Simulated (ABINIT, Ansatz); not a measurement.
# A GW chain in ABINIT: MgO2 (R-3m), part 3 of 3

Aim: the G0W0 gap of MgO2 (R-3m) on LDA, step by step.

ABINIT 10.8.3; LDA and many-body steps on it, plane waves. Known limits of the many-body steps: not at the basis limit; coarse k mesh.

So far. Step 3 (Bands along the symmetry lines): The gap is 2.137 eV, as in the run before at this level. Step 4 (Empty states on the mesh, 4×4×4 mesh, 43 bands): On this mesh the gap is 2.137 eV.

### Step 5. Screening, 4×4×4 mesh, 39 bands, screening to 119.7 eV

The RPA dielectric matrix is built and inverted for each q.

This step: RPA screening on LDA, plane waves, norm-conserving pseudopotentials.

File run.abi:

```
acell 3*1.0 Angstrom
rprim 
  1.604761016024 0.926509204586 3.493978874900
  -1.604761016024 0.926509204586 3.493978874900
  0.000000000000 -1.853018409173 3.493978874900
ntypat 2
znucl 12 8
natom 3
typat 1 2 2
xred 
  0.000000000000 0.000000000000 0.000000000000
  0.428786000000 0.428786000000 0.428786000000
  0.571214000000 0.571214000000 0.571214000000
pp_dirpath "pseudos"
pseudos "Mg.upf, O.upf"
ecut 38
ngkpt 4 4 4
nshiftk 1
shiftk 0 0 0
kptopt 1
chksymbreak 0
istwfk *1
occopt 1
irdwfk 1
optdriver 3
nband 39
ecuteps 4.4
inclvkb 2
awtr 1
symchi 1
indata_prefix "in"
outdata_prefix "out"
tmpdata_prefix "tmp"
```

Started as:

```sh
$ OMP_NUM_THREADS=1 mpirun -n 4 abinit run.abi > log
```

Numbers of over 12 decimals in the logs are rounded to 6 here.

What it wrote:

```text
.Version 10.8.3 of ABINIT. v10.8.2 released Aug 2026.

 Symmetries : space group R-3 m (#166); Bravais hR (rhombohedral)
[... echo of the input left out ...]
== DATASET  1 ==================================================================
-   mpi_nproc: 4, omp_nthreads: 1 (-1 if OMP is not activated)

--- !DatasetInfo
iteration_state: {dtset: 1, }
dimensions: {natom: 3, nkpt: 13, mband: 39, nsppol: 1, nspinor: 1, nspden: 1, mpw: 2370, }
cutoff_energies: {ecut:  38.0, pawecutdg:  -1.0, }
electrons: {nelect:   2.20000000E+01, charge:   0.00000000E+00, occopt:   1.00000000E+00, tsmear:   1.00000000E-02, }

 SCREENING: Calculation of the susceptibility and dielectric matrices

 Based on a program developped by R.W. Godby, V. Olevano, G. Onida, and L. Reining.
 Incorporated in ABINIT by V. Olevano, G.-M. Rignanese, and M. Torrent.
.Using double precision arithmetic ; gwpc =  8

[... cell and pseudopotentials left out ...]
--------------------------------------------------------------------------------

 ==== K-mesh for the wavefunctions ====
 Number of points in the irreducible wedge :    13
[... list of points left out ...]
 Together with 12 symmetry operations and time-reversal symmetry
 yields    64 points in the full Brillouin Zone.

 ==== Q-mesh for the screening function ====
 Number of points in the irreducible wedge :    13
[... list of points left out ...]
 Together with 12 symmetry operations and time-reversal symmetry
 yields    64 points in the full Brillouin Zone.

 setmesh: FFT mesh size selected  =    27x   27x   27
          total number of points  =        19683

 vcoul_init : cutoff-mode = AUXILIARY_FUNCTION
 q-points for optical limit:   1
     1)      0.000010    0.000020    0.000030

- screening: taking advantage of time-reversal symmetry
- Maximum band index for partially occupied states nbvw = 11
- Remaining bands to be divided among processors   nbcw = 28
- Number of bands treated by each node ~7

 Number of electrons calculated from density =   22.0000; Expected =   22.0000
 average of density, n =  0.104591
 r_s =    1.3167
 omega_plasma =   31.1963 [eV]

 calculating chi0 at frequencies [eV] :
  1    0.000000E+00    0.000000E+00
  2    0.000000E+00    3.119628E+01

--------------------------------------------------------------------------------
  q-point number  1        q = ( 0.000000, 0.000000, 0.000000) [r.l.u.]
--------------------------------------------------------------------------------
[... chi0 elements left out ...]
 For q-point:  0.000010 0.000020 0.000030
  dielectric constant =   3.5317
  dielectric constant without local fields =   3.8634

  Average fulfillment of the sum rule on Im[epsilon] for q-point    1 :     31.75  [%]
[... wings left out ...]
  q-point number  2        q = ( 0.250000, 0.000000, 0.000000) [r.l.u.]
--------------------------------------------------------------------------------
[... chi0 elements left out ...]
  Average fulfillment of the sum rule on Im[epsilon] for q-point    2 :     47.21  [%]

 [... 11 further q-points ...]
```

Run time: 25 s. Hardware: 4 MPI ranks of Intel Xeon Platinum 8223CL at 3.00GHz (Skylake/Cascade Lake), shared host; peak memory 0.63 GiB; 98 s of CPU time.

This step gave:

| Item | Value |
| --- | --- |
| ε∞ with local fields, on this mesh, along the program's q direction | 3.532 |
| the same without local fields | 3.863 |
| plasma frequency | 31.20 eV |
| plane waves in the screening matrix | 97 |

Local fields lower ε∞ by 9 %. On a Γ-centred mesh this coarse the value itself is usually too large, while a short band sum pulls it down.

### Step 6. Self-energy, 4×4×4 mesh, 39 bands, screening to 119.7 eV

The self-energy is evaluated for the states that the input lists, and the levels follow from it, in one-shot runs by the linearised quasiparticle equation.

This step: G0W0 on LDA, plane waves, norm-conserving pseudopotentials.

Changes to run.abi since step 5:

```diff
@@ -24,8 +24,17 @@
 irdwfk 1
-optdriver 3
+optdriver 4
 nband 39
+gwcalctyp 0
+ecutsigx 38
+symsigma 1
+nkptgw 2
+kptgw 
+  0.5000000000 0.5000000000 0.5000000000
+  0.0000000000 0.0000000000 0.0000000000
+bdgw 
+  10 13
+  10 13
 ecuteps 4.4
-inclvkb 2
-awtr 1
-symchi 1
+irdscr 1
+ppmodel 1
 indata_prefix "in"
```

What it wrote:

```text
.Version 10.8.3 of ABINIT. v10.8.2 released Aug 2026.

 Symmetries : space group R-3 m (#166); Bravais hR (rhombohedral)
[... echo of the input left out ...]
== DATASET  1 ==================================================================
-   mpi_nproc: 4, omp_nthreads: 1 (-1 if OMP is not activated)

--- !DatasetInfo
iteration_state: {dtset: 1, }
dimensions: {natom: 3, nkpt: 13, mband: 39, nsppol: 1, nspinor: 1, nspden: 1, mpw: 2370, }
cutoff_energies: {ecut:  38.0, pawecutdg:  -1.0, }
electrons: {nelect:   2.20000000E+01, charge:   0.00000000E+00, occopt:   1.00000000E+00, tsmear:   1.00000000E-02, }

 SIGMA: Calculation of the GW corrections

 Based on a program developped by R.W. Godby, V. Olevano, G. Onida, and L. Reining.
 Incorporated in ABINIT by V. Olevano, G.-M. Rignanese, and M. Torrent.
.Using double precision arithmetic ; gwpc =  8

[... cell and pseudopotentials left out ...]
--------------------------------------------------------------------------------

 ==== K-mesh for the wavefunctions ====
 Number of points in the irreducible wedge :    13
[... list of points left out ...]
 Together with 12 symmetry operations and time-reversal symmetry
 yields    64 points in the full Brillouin Zone.

 ==== Q-mesh for screening function ====
 Number of points in the irreducible wedge :    13
[... list of points left out ...]
 Together with 12 symmetry operations and time-reversal symmetry
 yields    64 points in the full Brillouin Zone.

 vcoul_init : cutoff-mode = AUXILIARY_FUNCTION
 q-points for optical limit:   1
     1)      0.000010    0.000020    0.000030
 setmesh: FFT mesh size selected  =    45x   45x   45
          total number of points  =        91125

 Number of electrons calculated from density =   22.0000; Expected =   22.0000
 average of density, n =  0.104591
 r_s =    1.3167
 omega_plasma =   31.1963 [eV]

 === KS Band Gaps ===
  >>>> For spin  1
   Minimum direct gap =   2.1369 [eV], located at k-point      :   0.5000  0.5000  0.5000
   Fundamental gap    =   2.1369 [eV], Top of valence bands at :   0.5000  0.5000  0.5000
                                       Bottom of conduction at :   0.5000  0.5000  0.5000
 SIGMA fundamental parameters:
 PLASMON POLE MODEL  1
 number of plane-waves for SigmaX                 2365
 number of plane-waves for SigmaC and W             97
 number of plane-waves for wavefunctions          2365
 number of bands                                    39
 number of independent spin polarizations            1
 number of spinorial components                      1
 number of k-points in IBZ                          13
 number of q-points in IBZ                          13
 number of symmetry operations                      12
 number of k-points in BZ                           64
 number of q-points in BZ                           64
 number of frequencies for dSigma/dE                 9
 frequency step for dSigma/dE [eV]                0.25
 number of omega for Sigma on real axis              0
 max omega for Sigma on real axis  [eV]           0.00
 zcut for avoiding poles [eV]                     0.10

 EPSILON^-1 parameters (SCR file):
 dimension of the eps^-1 matrix on file             97
 dimension of the eps^-1 matrix used                97
 number of plane-waves for wavefunctions          2365
 number of bands                                    39
 number of q-points in IBZ                          13
 number of frequencies                               2
 number of real frequencies                          1
 number of imag frequencies                          1

 matrix elements of self-energy operator (all in [eV])

 Perturbative Calculation

--- !SelfEnergy_ee
iteration_state: {dtset: 1, }
kpoint     : [   0.500,    0.500,    0.500, ]
spin       : 1
KS_gap     :    2.137
QP_gap     :    5.047
Delta_QP_KS:    2.910
data: !SigmaeeData |
     Band     E0 <VxcDFT>   SigX SigC(E0)      Z dSigC/dE  Sig(E)    E-E0       E
       10   3.180 -20.478 -26.426   4.982   0.792  -0.262 -21.244  -0.766   2.414
       11   3.180 -20.478 -26.426   4.982   0.792  -0.262 -21.244  -0.766   2.414
       12   5.317 -18.094 -12.146  -3.298   0.809  -0.236 -15.950   2.144   7.461
       13   7.912  -9.710  -4.418  -3.576   0.862  -0.160  -8.230   1.480   9.392

--- !SelfEnergy_ee
iteration_state: {dtset: 1, }
kpoint     : [   0.000,    0.000,    0.000, ]
spin       : 1
KS_gap     :    5.188
QP_gap     :    7.568
Delta_QP_KS:    2.380
data: !SigmaeeData |
     Band     E0 <VxcDFT>   SigX SigC(E0)      Z dSigC/dE  Sig(E)    E-E0       E
       10   2.378 -19.584 -25.760   5.042   0.791  -0.264 -20.481  -0.897   1.481
       11   2.378 -19.584 -25.760   5.042   0.791  -0.264 -20.481  -0.897   1.481
       12   7.566 -11.433  -6.289  -3.408   0.854  -0.171  -9.950   1.483   9.048
       13   7.794 -20.079 -12.512  -4.073   0.787  -0.271 -17.330   2.749  10.543

== END DATASET(S) ==============================================================
================================================================================

 -outvars: echo values of variables after computation  --------
           etotal      0.0000000000E+00
            nband          39
             nkpt          13
          spgroup         166
 [... the other variables as echoed above ...]

 Calculation completed.
```

Elapsed: 4.8 s, on 4 MPI ranks; peak memory 0.71 GiB.

This step gave:

* G0W0 gap on the points computed: 5.047 eV
* starting gap on the mesh: 2.137 eV
* k of the valence top: 0.5, 0.5, 0.5
* k of the conduction bottom: 0.5, 0.5, 0.5
* Z at the valence top: 0.792
* Z at the conduction bottom: 0.809
* least direct G0W0 gap on the computed points: 5.047 eV

The gap on the mesh goes from 2.14 eV to 5.05 eV, a correction of +2.91 eV.

Limits: finite bands, cutoff and mesh; coarse k mesh. v1 is the top filled band, c1 the lowest empty one. The levels before and after the correction (eV, zero at the valence-band top of each column):

```tsv
	conduction bottom	valence top
Kohn-Sham	2.14	0.00
G0W0	5.05	0.00
```

```tsv
	level	energy (eV)
Kohn-Sham	(0.5 0.5 0.5) v2-v1	0.000
Kohn-Sham	(0.5 0.5 0.5) c1	2.137
Kohn-Sham	(0.5 0.5 0.5) c2	4.732
G0W0	(0.5 0.5 0.5) v2-v1	0.000
G0W0	(0.5 0.5 0.5) c1	5.047
G0W0	(0.5 0.5 0.5) c2	6.978
```

### Step 7. Where the time went

Times are wall times on 4 MPI ranks of Intel Xeon Platinum 8223CL at 3.00GHz (Skylake/Cascade Lake), shared host, good to a factor of about two.

```tsv
step	time	share	memory (GiB)
ground state	38 s	39 %	0.4
bands along the symmetry lines	18 s	18 %	0.34
empty states on the mesh	13 s	13 %	0.32
screening	25 s	25 %	0.63
self-energy	4.8 s	5 %	0.71
```

### Step 8. Summary of results

```yaml
lda_gap: 2.14 eV, direct
g0w0_gap_on_the_mesh: 5.05 eV
gw_settings: 4×4×4 mesh, 39 bands, screening to 119.7 eV, Godby-Needs plasmon pole
known_limits: not at the basis limit; coarse k mesh
```

In words: G0W0 moves the gap on the mesh from 2.14 eV to 5.05 eV (+2.91 eV), with Z of 0.79 and 0.81 at the edges. Local fields lower the RPA ε∞ on this mesh from 3.86 to 3.53; a Γ-centred mesh this coarse tends to raise both, most where the direct gap is narrow, while a short band sum lowers them. Only 2 of the mesh's irreducible points were corrected, so a valley elsewhere could overtake. The dearest step here is «ground state». Bands and cutoff are finite, so the gap is not at the basis limit. The miss can reach some tenths of an eV and take either sign; the mesh is an error of its own. In the G0W0 run levels were corrected at 2 k points alone, so a gap called «on the mesh» is the least over those, and an edge elsewhere would be missed. The 4×4×4 mesh is coarse for this cell, which bears on the long-range parts of exchange and screening.

[Paths, hosts, dates, memory and timing lines, banners, echoed tables and standing remarks are left out of the program output.]

[Logs are printed without paths, hosts, clocks, repeated set-up lines and the standing remarks that a program may print on its own settings, such as how far it seeks lower states.]

[Runs of the session that timed out or met a known fault of the program may be left out.]

[Hosts, paths, dates, database ids (printed as entryN), source tags and the programs' standing remarks are cut or masked in the printed files.]

[G0W0 gaps are taken among the corrected bands and points alone; a level outside them can change the order at an edge.]

[Where Ansatz stands beside ABINIT at settings called matched, ABINIT's density can come from a denser mesh and the files from another edition; pairs whose starting gaps differed by over 0.03 eV were left out, so agreement reads better than it is.]
